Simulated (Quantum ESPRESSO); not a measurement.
**MgS (F-43m): modes at Γ and the response to a field**

Which modes does MgS (F-43m) have at the zone centre?

Program: Quantum ESPRESSO 7.5. Level of theory: DFT LDA, scalar-relativistic, plane waves, PseudoDojo norm-conserving pseudopotentials. Results are calculated unless marked as measured.

## (1) Set-up

It takes space group F-43m (No. 216, cubic). The conventional cell has a = 5.666 Å, b = 5.666 Å, c = 5.666 Å, α = 90.00°, β = 90.00°, γ = 90.00°. Nearest to Mg lie 4 S at 2.45 Å. S has 4 Mg at 2.45 Å nearest. Farther neighbours and most contacts between anions are not listed.

## (2) A probe with smearing

A cheap run with smearing and empty bands tells whether the crystal has a gap, which decides between fixed occupations and smearing later on.

The input, probe.in:

```
&CONTROL
  calculation = 'scf'
  prefix      = 'x'
  outdir      = './tmp'
  pseudo_dir  = './pseudo'
  tprnfor     = .true.
  tstress     = .true.
  verbosity   = 'high'
/
&SYSTEM
  ibrav       = 2
  celldm(1)   = 10.70764195
  nat         = 2
  ntyp        = 2
  ecutwfc     = 92.0
  occupations = 'smearing'
  smearing    = 'gaussian'
  degauss     = 0.01
/
&ELECTRONS
  conv_thr         = 1.0d-07
  mixing_beta      = 0.7
  electron_maxstep = 100
/
ATOMIC_SPECIES
 Mg     24.3050  Mg.upf
 S      32.0600  S.upf
ATOMIC_POSITIONS crystal
 Mg     0.000000000   0.000000000   0.000000000
 S      0.750000000   0.750000000   0.750000000
K_POINTS automatic
 6 6 6 0 0 0
```

Launch:

```console
OMP_NUM_THREADS=1 mpirun -n 4 pw.x -nk 4 -in probe.in > probe.out
```

The log of the run:

```text
[banners, grids, parts of the stress and lines that vanish by symmetry left out]
Program PWSCF v.7.5
     bravais-lattice index     =            2
     lattice parameter (alat)  =      10.7076  a.u.
[...]
kinetic-energy cutoff     =      92.0000  Ry
     charge density cutoff     =     368.0000  Ry
     scf convergence threshold =      1.0E-07
[...]
Exchange-correlation= SLA  PW   NOGX NOGC
                           (   1   4   0   0   0   0   0)
[...]
24 Sym. Ops. (no inversion) found
[...]
(     0          1          0      )
                  (     0          0          1      )
[...]
(  0.0000000  1.0000000  0.0000000 )
                  (  0.0000000  0.0000000  1.0000000 )
[...]
(     1          0         -1      )
                  (     0          0         -1      )
[...]
(  0.0000000  1.0000000  0.0000000 )
[...]
(    -1          0          1      )
                  (    -1          0          0      )
[...]
(  0.0000000  0.0000000  1.0000000 )
                  (  0.0000000 -1.0000000  0.0000000 )
[...]
number of k points=    16  Gaussian smearing, width (Ry)=  0.0100
[...]
End of self-consistent calculation
[...]
the Fermi energy is     5.2695 ev
!    total energy              =    -140.88530478 Ry
[...]
convergence has been achieved in   7 iterations
[...]
atom    1 type  1   force =     0.00000000    0.00000000    0.00000000
     atom    2 type  2   force =     0.00000000   -0.00000000    0.00000000
[...]
Total force =     0.000000     Total SCF correction =     0.000000
[...]
total   stress  (Ry/bohr**3)                   (kbar)     P=      -21.20
[...]
XML data file, charge density, pseudopotentials, collected wavefunctions

   JOB DONE.
```

Run time: 4 s. Hardware: 4 MPI ranks of Arm Neoverse V1, shared host; 16 s of CPU time.

This step gave:

| Quantity | Value |
| --- | --- |
| volume per atom | 22.74 Å³ |
| pressure | -2.12 GPa |
| gap on the k-mesh | 3.166 eV |

A gap of 3.2 eV opens on this mesh, so the crystal is taken as an insulator; the start stands at -2.1 GPa.

## (3) Relaxation

The relaxation runs at a cutoff a fifth above that of the response, since stress converges more slowly with the basis than frequencies do. Forces and stress are brought to rest with tight thresholds.

The input, relax.in:

```
&CONTROL
  calculation   = 'vc-relax'
  prefix        = 'x'
  outdir        = './tmp'
  pseudo_dir    = './pseudo'
  tprnfor       = .true.
  tstress       = .true.
  forc_conv_thr = 2.0d-05
  etot_conv_thr = 1.0d-07
  nstep         = 40
/
&SYSTEM
  ibrav       = 2
  celldm(1)   = 10.70764195
  nat         = 2
  ntyp        = 2
  ecutwfc     = 110
  occupations = 'fixed'
  nbnd        = 10
/
&ELECTRONS
  conv_thr         = 1.0d-11
  mixing_beta      = 0.7
  electron_maxstep = 100
/
&IONS
/
&CELL
  press_conv_thr = 0.2
/
ATOMIC_SPECIES
 Mg     24.3050  Mg.upf
 S      32.0600  S.upf
ATOMIC_POSITIONS crystal
 Mg     0.000000000   0.000000000   0.000000000
 S      0.750000000   0.750000000   0.750000000
K_POINTS automatic
 6 6 6 0 0 0
```

Launch:

```console
OMP_NUM_THREADS=1 mpirun -n 4 pw.x -nk 4 -in relax.in > relax.out
```

The log of the run:

```text
[banners, grids, parts of the stress and lines that vanish by symmetry left out]
[banner, memory and clock lines left out]
Program PWSCF v.7.5

[...]
kinetic-energy cutoff     =     110.0000  Ry
     charge density cutoff     =     440.0000  Ry
     scf convergence threshold =      1.0E-11
[...]
energy convergence thresh.=      1.0E-07
     force convergence thresh. =      2.0E-05
     press convergence thresh. =      2.0E-01
     Exchange-correlation= SLA  PW   NOGX NOGC
                           (   1   4   0   0   0   0   0)
[...]
24 Sym. Ops. (no inversion) found
[...]
number of k points=    16
[...]
End of self-consistent calculation
[...]
highest occupied, lowest unoccupied level (ev):     2.8899    6.0556
!    total energy              =    -140.88532631 Ry
[...]
convergence has been achieved in  10 iterations
[...]
atom    1 type  1   force =     0.00000000   -0.00000000    0.00000000
     atom    2 type  2   force =     0.00000000    0.00000000    0.00000000
     Total force =     0.000000     Total SCF correction =     0.000000
[...]
total   stress  (Ry/bohr**3)                   (kbar)     P=      -21.16
[...]
number of bfgs steps    =   0
[...]
CELL_PARAMETERS (alat= 10.70764195)
[...]
ATOMIC_POSITIONS (crystal)
Mg               0.0000000000       -0.0000000000       -0.0000000000
S                0.7500000000        0.7500000000        0.7500000000
[...]
New effective cutoffs (rho, wfc):  442.19  110.79
[...]
End of self-consistent calculation
[...]
highest occupied, lowest unoccupied level (ev):     2.9797    6.1985
!    total energy              =    -140.88573626 Ry
[...]
convergence has been achieved in   6 iterations
[...]
atom    1 type  1   force =    -0.00000000    0.00000000    0.00000000
     atom    2 type  2   force =     0.00000000   -0.00000000   -0.00000000
     Total force =     0.000000     Total SCF correction =     0.000000
[...]
total   stress  (Ry/bohr**3)                   (kbar)     P=      -15.35
[...]
number of bfgs steps    =   1
[...]
CELL_PARAMETERS (alat= 10.70764195)
[...]
ATOMIC_POSITIONS (crystal)
Mg               0.0000000000        0.0000000000        0.0000000000
S                0.7500000000        0.7500000000        0.7500000000
[...]
New effective cutoffs (rho, wfc):  447.02  112.00
[...]
End of self-consistent calculation
[...]
highest occupied, lowest unoccupied level (ev):     3.1169    6.4167
!    total energy              =    -140.88609537 Ry
[...]
convergence has been achieved in   7 iterations
[...]
atom    1 type  1   force =    -0.00000000   -0.00000000   -0.00000000
     atom    2 type  2   force =     0.00000000    0.00000000    0.00000000
     Total force =     0.000000     Total SCF correction =     0.000000
[...]
total   stress  (Ry/bohr**3)                   (kbar)     P=       -6.07
[...]
number of bfgs steps    =   2
[...]
CELL_PARAMETERS (alat= 10.70764195)
[...]
ATOMIC_POSITIONS (crystal)
[...]
New effective cutoffs (rho, wfc):  450.16  112.79
[...]
End of self-consistent calculation
[...]
highest occupied, lowest unoccupied level (ev):     3.2069    6.5596
!    total energy              =    -140.88615768 Ry
[...]
convergence has been achieved in   7 iterations
[...]
atom    1 type  1   force =     0.00000000    0.00000000    0.00000000
     atom    2 type  2   force =     0.00000000    0.00000000    0.00000000
     Total force =     0.000000     Total SCF correction =     0.000000
[...]
total   stress  (Ry/bohr**3)                   (kbar)     P=        0.26
[...]
number of bfgs steps    =   3
[...]
CELL_PARAMETERS (alat= 10.70764195)
[...]
ATOMIC_POSITIONS (crystal)
[...]
New effective cutoffs (rho, wfc):  450.03  112.75
[...]
End of self-consistent calculation
[...]
highest occupied, lowest unoccupied level (ev):     3.2032    6.5538
!    total energy              =    -140.88615778 Ry
[...]
convergence has been achieved in   5 iterations
[...]
atom    1 type  1   force =    -0.00000000   -0.00000000   -0.00000000
     atom    2 type  2   force =     0.00000000    0.00000000   -0.00000000
     Total force =     0.000000     Total SCF correction =     0.000000
[...]
total   stress  (Ry/bohr**3)                   (kbar)     P=       -0.00
[...]
number of bfgs steps    =   4
[...]
small trust_radius: resetting bfgs history
[...]
CELL_PARAMETERS (alat= 10.70764195)
[...]
ATOMIC_POSITIONS (crystal)
[...]
New effective cutoffs (rho, wfc):  450.04  112.75
[...]
End of self-consistent calculation
[...]
highest occupied, lowest unoccupied level (ev):     3.2032    6.5538
!    total energy              =    -140.88615778 Ry
[...]
convergence has been achieved in   2 iterations
[...]
atom    1 type  1   force =     0.00000000    0.00000000    0.00000000
     atom    2 type  2   force =     0.00000000    0.00000000    0.00000000
     Total force =     0.000000     Total SCF correction =     0.000000
[...]
total   stress  (Ry/bohr**3)                   (kbar)     P=       -0.00
[...]
bfgs converged in   6 scf cycles and   5 bfgs steps
[...]
End of BFGS Geometry Optimization
     Final enthalpy           =    -140.8861577839 Ry
     File ./tmp/x.bfgs deleted, as requested
[...]
CELL_PARAMETERS (alat= 10.70764195)
[...]
ATOMIC_POSITIONS (crystal)
Mg              -0.0000000000       -0.0000000000        0.0000000000
S                0.7500000000        0.7500000000        0.7500000000
[...]
Final scf calculation at the relaxed structure.
[...]
kinetic-energy cutoff     =     110.0000  Ry
     charge density cutoff     =     440.0000  Ry
     scf convergence threshold =      1.0E-13
[...]
press convergence thresh. =      2.0E-01
     Exchange-correlation= SLA  PW   NOGX NOGC
                           (   1   4   0   0   0   0   0)
[...]
24 Sym. Ops. (no inversion) found
[...]
number of k points=    16
[...]
c_bands:  1 eigenvalues not converged
     c_bands:  1 eigenvalues not converged
[...]
End of self-consistent calculation
[...]
highest occupied, lowest unoccupied level (ev):     3.2032    6.5538
!    total energy              =    -140.88615602 Ry
[...]
convergence has been achieved in  11 iterations
[...]
atom    1 type  1   force =     0.00000000   -0.00000000   -0.00000000
     atom    2 type  2   force =    -0.00000000   -0.00000000    0.00000000
     Total force =     0.000000     Total SCF correction =     0.000000
[...]
total   stress  (Ry/bohr**3)                   (kbar)     P=        0.01
[...]
XML data file, charge density, pseudopotentials, collected wavefunctions
```

Run time: 31 s. Hardware: 4 MPI ranks; 2 min of CPU time.

Step by step:

```
step  energy less that of the first step (eV)  largest force (eV/Å)  pressure (GPa)  volume (Å³)
   1                                   0.0000                0.0000           -2.12        45.48
   2                                  -0.0056                0.0000           -1.53        44.99
   3                                  -0.0105                0.0000           -0.61        44.26
   4                                  -0.0113                0.0000            0.03        43.80
   5                                  -0.0113                0.0000            0.00        43.82
   6                                  -0.0113                0.0000            0.00        43.82
   7                                  -0.0113                0.0000            0.00        43.82
```

```
conventional cell, symmetrised  before  after  change
                         a (Å)   5.666  5.596  -1.2 %
                         b (Å)   5.666  5.596  -1.2 %
                         c (Å)   5.666  5.596  -1.2 %
              volume (Å³/atom)   22.74  21.91  -3.6 %
```

The relaxed structure:

```
Mg S
1.0
    -2.79823    0.00000    2.79823
     0.00000    2.79823    2.79823
    -2.79823    2.79823    0.00000
Mg S
1 1
Direct
  0.00000 0.00000 0.00000
  0.75000 0.75000 0.75000
```

The last row of the table of steps is pw.x's closing run on a basis chosen anew for the final cell, so its energy can jump.

Read from the output:

```yaml
volume_per_atom: 21.91 Å³
pressure: 0.001 GPa
gap_on_the_k_mesh: 3.351 eV
```

The volume changes by -3.6 % from the cell with which this run began.

## (4) Self-consistent run for the response

The response is built on this ground state, so it is converged far tighter than an energy would need. With a gap, occupations are fixed, which also allows the response to an electric field.

The input, scf.in:

```
&CONTROL
  calculation = 'scf'
  prefix      = 'x'
  outdir      = './tmp'
  pseudo_dir  = './pseudo'
  tprnfor     = .true.
  tstress     = .true.
/
&SYSTEM
  ibrav       = 2
  celldm(1)   = 10.57576121
  nat         = 2
  ntyp        = 2
  ecutwfc     = 92.0
  occupations = 'fixed'
  nbnd        = 10
/
&ELECTRONS
  conv_thr         = 1.0d-12
  mixing_beta      = 0.7
  electron_maxstep = 100
/
ATOMIC_SPECIES
 Mg     24.3050  Mg.upf
 S      32.0600  S.upf
ATOMIC_POSITIONS crystal
 Mg     0.000000000   0.000000000   0.000000000
 S      0.750000000   0.750000000   0.750000000
K_POINTS automatic
 8 8 8 0 0 0
```

Launch:

```console
OMP_NUM_THREADS=1 mpirun -n 4 pw.x -nk 4 -in scf.in > scf.out
```

The log of the run:

```text
[banners, grids, parts of the stress and lines that vanish by symmetry left out]
[banner, memory and clock lines left out]
Program PWSCF v.7.5

[...]
kinetic-energy cutoff     =      92.0000  Ry
     charge density cutoff     =     368.0000  Ry
     scf convergence threshold =      1.0E-12
[...]
Exchange-correlation= SLA  PW   NOGX NOGC
                           (   1   4   0   0   0   0   0)
[...]
24 Sym. Ops. (no inversion) found
[...]
number of k points=    29
[...]
End of self-consistent calculation
[...]
highest occupied, lowest unoccupied level (ev):     3.2024    6.5535
!    total energy              =    -140.88618452 Ry
[...]
convergence has been achieved in  11 iterations
[...]
atom    1 type  1   force =     0.00000000   -0.00000000    0.00000000
     atom    2 type  2   force =    -0.00000000    0.00000000   -0.00000000
     Total force =     0.000000     Total SCF correction =     0.000000
[...]
total   stress  (Ry/bohr**3)                   (kbar)     P=       -0.08
[...]
XML data file, charge density, pseudopotentials, collected wavefunctions
```

The job ended after 7.6 s (4 MPI ranks).

Numbers from this step:

* pressure: -0.008 GPa

The cell stands at -0.008 GPa, close enough for phonons.

(Part 1 of 2 ends here.)

[Host names and launcher messages were left out of these logs when they were recorded.]

[Logs are printed without paths, hosts, clocks, repeated set-up lines and the standing remarks that a program may print on its own settings, such as how far it seeks lower states.]

[Hosts, paths, dates, database ids (printed as entryN), source tags and the programs' standing remarks are cut or masked in the printed files.]
